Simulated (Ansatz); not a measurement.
**What NaGeF3 (model cell, started as cubic perovskite with Ge in the octahedra) distorts into**

Which phase does NaGeF3 (model cell, started as cubic perovskite with Ge in the octahedra) fall into along its unstable mode, and how much energy does it gain?

Method: DFT PBEsol, scalar-relativistic, plane waves, PAW; PAW set soft_1, in Ansatz 0.2.0.

Most raw output is cut from this account.

The structure was built from a prototype and need not be the compound's stable phase.

## Step 1: The starting structure

Symmetry: Pm-3m, No. 221, cubic system. The conventional cell has a = 4.341 Å, b = 4.341 Å, c = 4.341 Å, α = 90.00°, β = 90.00°, γ = 90.00°. Na has 12 F at 3.07 Å nearest. Nearest to Ge lie 6 F at 2.17 Å. F has 2 Ge at 2.17 Å nearest. Farther neighbours and most contacts between anions are not listed.

## Step 2: Response at finite wavevector

The cell comes from relaxations at this level that are not shown. Stability and thermal properties need the whole zone. Linear response on a 2×2×2 q mesh gives force constants as far as a supercell of that size would, and the tensors from the zone-centre run are typed in so that the long-range dipole term is interpolated apart.

input.yaml

```yaml
crystal:
  lattice:
    - [4.3407137908, 0.0, 0.0]
    - [0.0, 4.3407137908, 0.0]
    - [0.0, 0.0, 4.3407137908]
  atoms:
    - { symbol: Na, position: [0.0, 0.0, 0.0] }
    - { symbol: Ge, position: [0.5, 0.5, 0.5] }
    - { symbol: F, position: [0.5, 0.5, 0.0] }
    - { symbol: F, position: [0.5, 0.0, 0.5] }
    - { symbol: F, position: [0.0, 0.5, 0.5] }
kpoints:
  mp_grid: { grid: [12, 12, 12] }
hamiltonian:
  xc: pbesol
  pseudopotentials: { kind: paw, azcp: { folder: soft_1 }, xc_functional: pbe }
scf:
  occupations: { method: fixed }
output:
  eigenvalues: true
phonons:
  method: dfpt
  qmesh: [2, 2, 2]
  temperatures: { t_max: 1000, t_step: 50 }
  qpath:
    path:
      - [[0.0, 0.0, 0.0], [0.0, 0.5, 0.0], [0.5, 0.5, 0.0], [0.0, 0.0, 0.0], [0.5, 0.5, 0.5], [0.0, 0.5, 0.0]]
      - [[0.5, 0.5, 0.5], [0.5, 0.5, 0.0]]
    npoints: 10
  non_analytic_term:
    high_frequency_dielectric_tensor: [[3.6621, 0.0, 0.0], [0.0, 3.6621, 0.0], [0.0, 0.0, 3.6621]]
    born_effective_charges:
      - { species: Na, tensor: [[1.2203, 0.0, 0.0], [0.0, 1.2203, 0.0], [0.0, 0.0, 1.2203]] }
      - { species: Ge, tensor: [[3.677, 0.0, 0.0], [0.0, 3.677, 0.0], [0.0, 0.0, 3.677]] }
      - { species: F, tensor: [[-0.4161, 0.0, 0.0], [0.0, -0.4161, 0.0], [0.0, 0.0, -4.0652]] }
      - { species: F, tensor: [[-0.4161, 0.0, 0.0], [0.0, -4.0652, 0.0], [0.0, 0.0, -0.4161]] }
      - { species: F, tensor: [[-4.0652, 0.0, 0.0], [0.0, -0.4161, 0.0], [0.0, 0.0, -0.4161]] }
    source: "zone-centre run at this cell"
```

Launch:

```bash
ansatz run input.yaml --threads 8 --pin off --max-ram 16384MiB --backend cpu --events-out ev --progress --plain --runs-dir out
```

Run time: 3.2 min. Hardware: 8 threads of Arm Neoverse V1, shared host; peak memory 1.9 GiB; 24 min of CPU time.

Numbers from this step:

```yaml
gap_on_the_k_mesh: 1.303 eV
volume_per_atom: 16.36 Å³
sum_rule_residual_before_enforcement: 2.84e-4 eV/Å²
lowest_frequency_on_the_path: -237.6 cm⁻¹
point_group: m-3m
highest_frequency_on_the_path_or_at_a_solved_wavevector: 418.4 cm⁻¹
highest_optical_mode_at_the_zone_centre_no_lo_to_term: 144.9 cm⁻¹
lowest_optical_zone_centre_mode: -237.6 cm⁻¹
lowest_mode_on_the_q_mesh_acoustic_modes_at_gamma_apart: -237.6 cm⁻¹
```

Frequencies (cm⁻¹) solved at each irreducible wavevector; negative means imaginary. Frequencies by wavevector, by row:

```tsv
q in reciprocal lattice units	star	mode 1	mode 2	mode 3	mode 4	mode 13	mode 14	mode 15
0 0 0	1	-237.6	-237.6	-237.6	-112.7	144.9	144.9	144.9
0 0 -0.5	3	-225.9	-225.9	-108.1	-108.1	112.6	255	395.2
0 -0.5 -0.5	3	-213.6	-123.1	-116	-116	245.7	297.6	408.5
-0.5 -0.5 -0.5	1	-123.7	-123.7	-123.7	-111.3	297.2	297.2	418.4
```

Interpolated from a 2×2×2 q mesh, rough between the solved points, with the LO-TO term (at Γ the limit along the path; where Γ stands inside the path, tables give the limit on arrival). Phonon branches along the path, in cm⁻¹:

```tsv
point	branch 1	branch 2	branch 3	branch 4	branch 12	branch 13	branch 14	branch 15
Γ	-238	-238	-167	-113	117	145	145	392
halfway	-232	-232	-117	-110	134	134	186	394
X	-226	-226	-108	-108	113	113	255	395
halfway	-220	-119	-98	-98	184	192	250	395
M	-214	-123	-116	-116	246	246	298	408
halfway	-226	-136	-104	-90	144	179	198	378
Γ	-238	-238	-167	-113	117	145	145	392
halfway	-127	-127	-97	-96	181	192	192	366
R	-124	-124	-124	-111	215	297	297	418
halfway	-117	-113	-111	-104	191	205	242	392
X	-226	-226	-108	-108	113	113	255	395
jump to R	-124	-124	-124	-111	215	297	297	418
halfway	-123	-117	-117	-99	234	234	297	407
M	-214	-123	-116	-116	246	246	298	408
```

Symmetry leaves 4 wavevectors to solve. The lowest mode among them, the acoustic zeros apart, lies at Γ and is imaginary, 237.6i cm⁻¹, so the energy falls along it.

## Step 3: The mode frozen in, largest atomic shift 0 Å

The mode followed lies at Γ with frequency 237.6i cm⁻¹ and is 3-fold degenerate, the softest among the wavevectors solved. At small amplitude the distorted cell has space group no. 99 by a symmetry search on the positions. The undistorted cell that holds it gives the zero of energy on the same k mesh.

input.yaml, the sections that differ from step 2:

```yaml
scf:
  occupations: { method: gaussian, width: 0.02 }
output:
  forces: true
  stress: true
  eigenvalues: true
# crystal, kpoints, hamiltonian: as in step 2
# phonons: removed
```

Run time: 1.8 s. Hardware: 8 threads; peak memory 0.51 GiB.

This step gave:

* pressure: -0.009594 GPa
* energy from the undistorted cell: 0 meV/atom

At this level the gap is 1.30 eV on the k-mesh of the self-consistent run, which can miss the band edges.

## Step 4: The mode frozen in, largest atomic shift 0.22 Å

The atoms are moved along the unstable eigenvector, the largest shift by 0.22 Å, with the cell fixed.

input.yaml, the sections that differ from step 3:

```yaml
crystal:
  lattice:
    - [4.3407137908, 0.0, 0.0]
    - [0.0, 4.3407137908, 0.0]
    - [0.0, 0.0, 4.3407137908]
  atoms:
    - { symbol: Na, position: [0.0, -0.0030096712, 0.0] }
    - { symbol: Ge, position: [0.5, 0.5064009157, 0.5] }
    - { symbol: F, position: [0.5, 0.5149272407, 0.0] }
    - { symbol: F, position: [0.5, -0.0506829085, 0.5] }
    - { symbol: F, position: [0.0, 0.5149272407, 0.5] }
# kpoints, hamiltonian, scf, output: as in step 3
```

Elapsed: 7 s, on 8 threads; peak memory 0.63 GiB; 53 s of CPU time.

Numbers from this step:

| Property | Result |
| --- | --- |
| pressure | 0.7743 GPa |
| gap on the k-mesh | 1.635 eV |
| energy from the undistorted cell | -15.26 meV/atom |

The energy, extrapolated to zero smearing, is -15.26 meV/atom against the undistorted cell.

The run ends at a pressure of 0.77 GPa, with forces up to 0.22 eV/Å.

## Step 5: Energy along the mode, all amplitudes (two of the runs are shown above)

An imaginary frequency means negative curvature, so the energy should fall and then rise again as anharmonic terms take over.

Numbers from this step:

| Quantity | Value |
| --- | --- |
| depth at the lowest point sampled | 15.26 meV/atom |
| largest atomic shift at that point | 0.22 Å |

Table of energy from the parent by largest atomic shift:

```tsv
largest atomic shift (Å)	energy from the parent (meV/atom)
0.000	0
0.040	-0.772
0.080	-2.97
0.140	-8.16
0.220	-15.3
0.320	-13.2
0.450	45.6
```

Displacement at unit largest shift by atom:

```tsv
atom	x (Å)	y (Å)	z (Å)	size
Na1	0.00	-0.06	0.00	0.06
Ge2	0.00	0.13	0.00	0.13
F3	0.00	0.29	0.00	0.29
F4	0.00	-1.00	0.00	1.00
F5	0.00	0.29	0.00	0.29
```

The lowest of the steps tried is at 0.22 Å, 15.3 meV/atom below the parent; the bottom of the well need not coincide with a step.

## Step 6: Relaxation from the frozen mode

Starting from the lowest point found, all atoms and the cell are let go, so that strain and other modes of the same symmetry can join in.

Edit input.yaml of step 4 so:

```diff
@@ -17,3 +17,3 @@
 scf:
-  occupations: { method: gaussian, width: 0.02 }
+  occupations: { method: fixed }
 output:
@@ -22 +22,6 @@
   eigenvalues: true
+relax:
+  adjacent_minimum: "off"
+  f_tol: 0.002
+  max_steps: 120
+  cell: { stress_tol: 0.03 }
```

Wall time 4.2 min (8 threads); peak memory 0.82 GiB.

Relaxation path (22 of 34):

```tsv
step	energy less that of the first step (eV)	largest force component (eV/Å)	pressure (GPa)	volume (Å³)
1	0.0000	0.2198	0.77	81.79
3	-0.1910	0.8417	-2.58	85.63
4	-0.3279	0.7816	-2.07	85.74
6	-0.4463	0.4386	0.28	86.85
7	-0.4155	0.6761	2.32	85.82
9	-0.4695	0.0288	-0.06	87.88
10	-0.4697	0.0015	0.00	87.76
12	-0.5188	0.0178	0.32	89.97
14	-0.5196	0.0070	-0.01	93.16
15	-0.5197	0.0041	-0.01	93.16
17*	-0.5378	0.0046	0.12	93.08
18	-0.5388	0.0585	0.13	94.66
20	-0.5368	0.0083	-0.01	96.14
21	-0.5370	0.0001	0.00	96.06
23	-0.5433	0.0254	0.08	97.23
25	-0.5422	0.0045	0.01	97.94
26	-0.5422	0.0004	0.00	97.96
28	-0.5457	0.0006	0.02	98.13
29	-0.5444	0.0025	0.01	99.08
31*	-0.5464	0.0008	0.01	99.11
32	-0.5455	0.0008	0.00	99.75
34*	-0.5466	0.0006	0.00	99.87
```

Relaxation steps marked * repeat the geometry before them on a plane-wave basis chosen anew for their cell, so energy and pressure can jump there. Other such steps can lie between the rows shown. Relaxation step 7 was tried and not accepted.

The run keeps the 8 symmetry operations that it works with, so distortions that break them were not tested.

```tsv
cell as run	before	after	change
a (Å)	4.341	4.270	-1.6 %
b (Å)	4.341	5.477	+26.2 %
c (Å)	4.341	4.270	-1.6 %
volume (Å³/atom)	16.36	19.97	+22.1 %
```

The atoms that moved most (Å, as changes of fractional coordinates times the final cell):

```tsv
atom	dx	dy	dz	length
Na1	0.000	-1.045	0.000	1.045
F5	0.000	0.572	0.000	0.572
F3	0.000	0.572	0.000	0.572
F4	0.000	-0.338	0.000	0.338
Ge2	0.000	0.239	0.000	0.239
```

Numbers from this step:

```
pressure          : 0.004921 GPa
gap on the k-mesh : 3.758 eV
volume per atom   : 19.97 Å³
```

The distorted start has space group P4mm; the relaxation ends in P4mm.

## Step 7: The new phase in its own primitive cell

The relaxed structure is symmetrised, reduced to its primitive cell and relaxed tightly, as its phonons need.

input.yaml, the sections that differ from step 6:

```yaml
crystal:
  lattice:
    - [4.2701468888, 0.0, 0.0]
    - [0.0, 4.2701468888, 0.0]
    - [0.0, 0.0, 5.4769579776]
  atoms:
    - { symbol: Na, position: [0.0, 0.0, 0.1937683386] }
    - { symbol: Ge, position: [0.5, 0.5, 0.4499639696] }
    - { symbol: F, position: [0.5, 0.0, 0.3806185531] }
    - { symbol: F, position: [0.5, 0.5, 0.1124677683] }
    - { symbol: F, position: [0.0, 0.5, 0.3806185531] }
kpoints:
  mp_grid: { grid: [6, 6, 4] }
relax:
  adjacent_minimum: "off"
  f_tol: 0.001
  max_steps: 60
  cell: { stress_tol: 0.01 }
# hamiltonian, scf, output: as in step 6
```

Wall time 15 s (8 threads); peak memory 0.49 GiB; 1.8 min of CPU time.

The steps of the relaxation:

```tsv
step	energy less that of the first step (eV)	largest force component (eV/Å)	pressure (GPa)	volume (Å³)
1	0.0000	0.0004	0.01	99.87
2	0.0001	0.0001	0.00	99.94
3	0.0004	0.0004	0.00	100.18
4*	0.0000	0.0004	0.01	100.18
5	0.0003	0.0004	0.00	100.41
6*	0.0000	0.0005	0.01	100.41
7	0.0002	0.0002	0.00	100.58
8*	0.0000	0.0002	0.01	100.58
9	0.0001	0.0003	0.00	100.72
10	0.0002	0.0005	0.00	100.76
11*	0.0000	0.0005	0.00	100.76
```

Relaxation steps marked * repeat the geometry before them on a plane-wave basis chosen anew for their cell, so energy and pressure can jump there.

The run keeps the 8 symmetry operations that it works with, so distortions that break them were not tested.

```tsv
conventional cell, symmetrised	before	after	change
a (Å)	4.270	4.269	-0.0 %
b (Å)	4.270	4.269	-0.0 %
c (Å)	5.477	5.529	+1.0 %
volume (Å³/atom)	19.97	20.15	+0.9 %
```

The atoms that moved most (Å, as changes of fractional coordinates times the final cell):

```tsv
atom	dx	dy	dz	length
F4	0.000	0.000	0.010	0.010
Ge2	0.000	0.000	-0.007	0.007
Na1	0.000	0.000	0.005	0.005
```

A gap read on the k-mesh alone can miss the band edges.

This step gave:

```
pressure           : 0.002938 GPa
gap on the k-mesh  : 3.757 eV
volume per atom    : 20.15 Å³
direct gap on mesh : 4.377 eV
```

The largest force component left is 0.47 meV/Å and the pressure is 0.003 GPa, within the tolerances set. The cell now holds 20.15 Å³/atom.

## Step 8: Modes of the new phase, k-mesh 6×6×4

A relaxed structure may still be a saddle point, so its zone-centre modes are computed. The response to a homogeneous field gives the Born charges and the dielectric tensor.

input.yaml, the sections that differ from step 7:

```yaml
crystal:
  lattice:
    - [4.2688739581, 0.0, 0.0]
    - [0.0, 4.2688739581, 0.0]
    - [0.0, 0.0, 5.5293626145]
  atoms:
    - { symbol: Na, position: [0.0, 0.0, 0.1947109484] }
    - { symbol: Ge, position: [0.5, 0.5, 0.4486529925] }
    - { symbol: F, position: [0.5, 0.0, 0.3798572814] }
    - { symbol: F, position: [0.5, 0.5, 0.114358679] }
    - { symbol: F, position: [0.0, 0.5, 0.3798572814] }
output:
  eigenvalues: true
phonons:
  method: dfpt
  dielectric: true
  rigid_motions: translations
# kpoints, hamiltonian, scf: as in step 7
# relax: removed
```

Wall time 44 s (8 threads); peak memory 1.2 GiB; 5.2 min of CPU time.

Numbers from this step:

```
sum-rule residual before enforcement                    : 1.87e-4 eV/Å²
miss of the charge sum rule                             : 7.98e-4 e
estimated error of the dielectric tensor                : 0.004802
estimated error of the Born charges                     : 0.01556 e
point group                                             : 4mm
highest optical mode at the zone centre (no LO-TO term) : 494.1 cm⁻¹
lowest optical zone-centre mode                         : -162.9 cm⁻¹
mean high-frequency dielectric constant                 : 2.286
largest Born charge (third of the trace)                : 2.826 e
top of the zone-centre spectrum with the field          : 542.8 cm⁻¹
```

Without the LO-TO term. Patterns of degenerate modes are one choice out of their space. Modes at Γ, with each element's share of the kinetic energy (negative means imaginary):

```tsv
mode	frequency (cm⁻¹)	symmetry	Na %	Ge %	F %
1	-162.9	E	3	18	79
2	-162.9	E	3	18	79
3	0.0	acoustic	15	48	37
4	0.0	acoustic	15	48	37
5	0.0	acoustic	15	48	37
6	112.8	E	49	26	25
7	112.8	E	49	26	25
8	141.4	A1	82	15	3
9	179.4	B1	0	0	100
10	185.9	E	32	1	67
11	185.9	E	32	1	67
12	245.1	A1	2	14	83
13	254.2	E	2	7	91
14	254.2	E	2	7	91
15	494.1	A1	0	23	77
```

Displacements in mode 2 (-162.9 cm⁻¹), the largest set to 1:
```
Na1 -0.19  0.00  0.00
Ge2 -0.29  0.00  0.00
F3  -0.25  0.01  0.00
F4   0.59  0.01  0.00
F5   1.00  0.00  0.00
```

Displacements in mode 7 (112.8 cm⁻¹), the largest set to 1:
```
Na1  1.00  0.00  0.00
Ge2 -0.41  0.00  0.00
F3   0.62  0.00  0.00
F4  -0.44  0.00  0.00
F5   0.19  0.00  0.00
```

Optical modes at the zone centre, without and with the macroscopic field of the longitudinal modes; each column is sorted by frequency, so a row need not hold one and the same mode. Modes with and without the field, by row:

```tsv
rank among optical modes	no field (cm⁻¹)	q along (1, 0, 0) (cm⁻¹)	q along (0, 0, 1) (cm⁻¹)
1	-162.9	-162.9	-162.9
2	-162.9	103.1	-162.9
3	112.8	112.8	112.8
4	112.8	141.4	112.8
5	141.4	153.3	156.5
6	179.4	179.4	179.4
7	185.9	185.9	185.9
8	185.9	245.1	185.9
9	245.1	245.4	251.8
10	254.2	254.2	254.2
11	254.2	388.5	254.2
12	494.1	494.1	542.8
```

Born charge (rows field, columns displacement) (e), principal values of the symmetric part by kind of site:

```tsv
atom	atoms with these values	low	middle	high	mean
Na1	1	0.86	1.15	1.15	1.06
Ge2	1	1.67	3.40	3.40	2.83
F3	2	-3.21	-0.58	-0.47	-1.42
F4	1	-1.60	-0.77	-0.77	-1.05
```

In full for Na1:

```
1.15 0.00 0.00
0.00 1.15 0.00
0.00 0.00 0.86
```

High-frequency dielectric tensor:

```
2.47 0.00 0.00
0.00 2.47 0.00
0.00 0.00 1.92
```

Transverse modes; imaginary modes are left out. Infrared lines, with heights relative to the strongest:

```tsv
position (cm⁻¹)	label	relative intensity
113	E	17
141	A1	12
179	B1	0.0
186	E	100
245	A1	7.4
254	E	30
494	A1	96
```

Before it was imposed, the acoustic sum rule was missed by 1.9e-4 eV/Å² and the charge sum rule by 8.0e-4 e. Small misses are needed for a sound result but don't prove that mesh and cutoff are converged. The lowest optical mode is imaginary, 162.9i cm⁻¹, so the energy falls along it.

## Step 9: Summary of results

| Property | Result |
| --- | --- |
| unstable mode of the parent | q = (0, 0, 0), 238i cm⁻¹ |
| depth at the lowest point sampled | 15.3 meV/atom |
| largest atomic shift at that point | 0.22 Å |
| space group reached (within 0.01 Å) | P4mm |
| energy gained over the parent (first relaxation, on the mesh of the frozen mode) | 125 meV/atom |
| volume per atom, phase reached | 20.2 Å³ |
| gap on the k-mesh, phase reached | 3.76 eV |
| lowest optical zone-centre mode, phase reached | -163 cm⁻¹ |
| highest optical mode at the zone centre (no LO-TO term), phase reached | 494 cm⁻¹ |

In words: Along this mode the structure falls into P4mm, 125 meV/atom below the parent. At the parent's cell the well is 15.26 meV/atom deep on the steps tried, with its lowest point at a shift of 0.22 Å. Relaxing atoms and cell changes the gain by +109.31 meV/atom against the lowest step (energies at zero smearing). Most of the total comes from this relaxation. The new phase still has an imaginary mode at the zone centre of its cell, so it is a saddle point on the way to a lower structure. Of the 6 patterns followed to their end from this parent, this one ends 13.3 meV/atom above the lowest, R3m. Each path keeps the symmetry of its pattern, so a lower phase may lie along a pattern not tried. The q mesh stands for a supercell only 8.7 Å across, so branches between the solved wavevectors are rough. The PAW files were made for PBE and serve the other functionals too. The starting cell was built on a prototype and not taken from a measurement, so the phase need not exist.

[Logs are printed without paths, hosts, clocks, repeated set-up lines and the standing remarks that a program may print on its own settings, such as how far it seeks lower states.]

[Hosts, paths, dates, database ids (printed as entryN), source tags and the programs' standing remarks are cut or masked in the printed files.]
